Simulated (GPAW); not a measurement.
Entries from a set of simulations; values are calculated unless marked as measured.

```json
{"subject": "A GW chain in GPAW: AlN (P6_3mc)", "lattice_ang": [[3.113, -0.0, 0.0], [-1.5565, 2.6959, 0.0], [0.0, 0.0, 4.981]], "atoms": [["Al", 0.3333, 0.6667, 0.0], ["Al", 0.6667, 0.3333, 0.5], ["N", 0.3333, 0.6667, 0.38], ["N", 0.6667, 0.3333, 0.88]], "method": "DFT, LDA, plane waves, PAW (and 1 further level or step)", "program": "GPAW 26.7.0", "settings": "cutoff 600 eV, GPAW PAW setups 1.2.1 data release, 6×6×4 k-mesh, nbands 184", "cost": "4 runs, 2.8 min in all on 4 MPI ranks of Intel Xeon Platinum 8488C (Sapphire Rapids), shared host", "notes": "The database entry behind the starting cell differs from other determinations of this structure. The cell and positions come from the Crystallography Open Database and are kept as given unless a step says otherwise.", "results": {"lda_gap": "4.25 eV, direct", "g0w0_gap_on_the_mesh": "5.81 eV", "gw_settings": "6×6×4 mesh, 174 bands, screening to 150 eV, Godby-Needs plasmon pole", "known_limits": "short of the basis limit"}}
```

[Long decimals in the printed logs are rounded to 6 places.]

[Logs are printed without paths, hosts, clocks, repeated set-up lines and the standing remarks that a program may print on its own settings, such as how far it seeks lower states.]

[Paths, hosts, dates, memory and timing lines, banners, echoed tables and standing remarks are left out of the program output; an Ansatz launch command may be rebuilt from the run's recorded settings. Measured values are a selection of at most five: reports struck by readers or far from the other reports are left out. None is set beside runs whose start may be inverted or whose files or cutoffs have a known fault.]

[Runs of the session that timed out or met a known fault of the program may be left out.]

[Hosts, paths, dates, database ids (printed as entryN), source tags and the programs' standing remarks are cut or masked in the printed files.]

[Where the starting crystal was built by hand or by swapping elements, it need not be the compound's stable phase.]
